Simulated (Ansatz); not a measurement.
Si2MoN4 (MoSi2N4 type monolayer), computed twice by G0W0.

The cell holds 7 atoms: 1 Mo, 4 N and 2 Si. Cell: a = 2.878 Å, b = 2.878 Å, c = 37.100 Å, α = 90.0°, β = 90.0°, γ = 120.0°. It derives from Mo1N4Si2. Vacuum lies along c.

```xyz
7
Lattice="2.8780 0.0000 0.0000 -1.4390 2.4925 0.0000 0.0000 0.0000 37.1000" Properties=species:S:1:pos:R:3
Mo    0.0000    0.0000   18.5500
N     0.0000    1.6616   19.7840
N     0.0000    1.6616   17.3160
Si    0.0000    1.6616   21.5192
Si    0.0000    1.6616   15.5808
N     1.4390    0.8308   22.0309
N     1.4390    0.8308   15.0691
```

The structure was relaxed with PBEsol-D3(BJ). The runs that relaxed it are not among those shown.

The first (Ansatz 0.2.0; start PBEsol, 9×9×1 mesh, 316 empty bands, screening to 65 eV, PAW set soft_1 files; 1 × NVIDIA H100 80GB HBM3 (shared by 6 runs) with 2 threads of AMD EPYC 7R13 (Zen 3), shared host) gave, on its mesh: starting gap 1.78 eV, G0W0 gap 2.70 eV, mean of 1 + 4πα/V (set by the cell height) 2.48, 60 s.

Q: The second changes empty bands from 316 to 130 and screening cutoff (eV) from 65.0 to 36. What does it give?

It gave: starting gap 1.78 eV, G0W0 gap 2.75 eV, mean of 1 + 4πα/V (set by the cell height) 2.50, 23 s. The G0W0 gap moves by +0.06 eV, +0.00 eV from the start and +0.06 eV from the correction. Σc changes by +0.33 eV at the valence top and +0.39 eV at the conduction bottom, and Σx − Vxc between them by +0.00 eV.

Limits: not at the basis limit; coarse mesh for a sheet; no spin-orbit coupling.

[Paths, hosts, dates, memory and timing lines, banners, echoed tables and standing remarks are left out of the program output.]

[Logs are printed without paths, hosts, clocks, repeated set-up lines and the standing remarks that a program may print on its own settings, such as how far it seeks lower states.]

[Runs of the session that timed out or met a known fault of the program may be left out.]

[Cells called generated may have been cut or substituted from an entry of the Crystallography Open Database or the Materials Project.]

[Hosts, paths, dates, database ids (printed as entryN), source tags and the programs' standing remarks are cut or masked in the printed files.]
